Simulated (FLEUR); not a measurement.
Records of electronic-structure calculations.

## Collinear magnetic orders of NiO with FLEUR

It takes space group Fm-3m (No. 225, cubic). Conventional cell: a = 4.172 Å, b = 4.172 Å, c = 4.172 Å, α = 90.00°, β = 90.00°, γ = 90.00°. Nearest to Ni lie 6 O at 2.09 Å. Nearest to O lie 6 Ni at 2.09 Å. Farther neighbours and most contacts between anions are not listed.

```xyz
4
Lattice="0.0000 2.0859 2.0859 2.0859 0.0000 2.0859 4.1718 4.1718 0.0000" Properties=species:S:1:pos:R:3 pbc="T T T"
Ni    0.0000    0.0000    0.0000
Ni    2.0859    2.0859    0.0000
O     2.0859    2.0859    2.0859
O     4.1718    4.1718    2.0859
```

| Property | Result |
| --- | --- |
| method | PBEsol; all-electron FLAPW, Dirac cores, scalar-relativistic bands |
| program | FLEUR MaX-R8.1 |
| settings of one run | kmax 4.32 1/bohr, gmax 13 1/bohr, muffin tin radii Ni: 2.46, O: 1.39 bohr, lmax Ni: [10, 8], O: [6, 4], hist occupations, smearing width 0.05 eV, mixer Anderson, mixing 0.05, max iterations 130, stop 2.00e-5 me/bohr³, collinear spin, 8×8×4 k-mesh, mesh matched on, starting moments 2 -2 0 0 μB |
| cost | 4 runs, 2.6 min in all on 4 MPI ranks of Intel Xeon 6975P-C (Granite Rapids), shared host (the runs of this entry) |
| notes | Only 4 starts were tried; other patterns of signs, canted and longer-period orders were not. |
| lowest state found | antiferromagnetic (initial antiferro q=(0,0,1/2) +-) |
| largest site spin moment | 1.31 μB |
| next finished state | ferromagnetic, 258 meV a seeded atom higher |
| energy gained by spin polarisation | 301 meV a seeded atom |

The lowest state found is antiferromagnetic, reached from the start antiferro q=(0,0,1/2) +-, with moments up to 1.31 μB. The next finished state costs 258 meV a seeded atom.

[Logs and program files are shortened in this print: banners, set-up blocks, solver, clock and traceback lines can be left out without a mark of their own.]

[Logs are printed without paths, hosts, clocks, repeated set-up lines and the standing remarks that a program may print on its own settings, such as how far it seeks lower states.]

[Hosts, paths, dates, database ids (printed as entryN), source tags and the programs' standing remarks are cut or masked in the printed files.]

[Where a cell is said to come from a database of computed structures, the database is the Materials Project.]
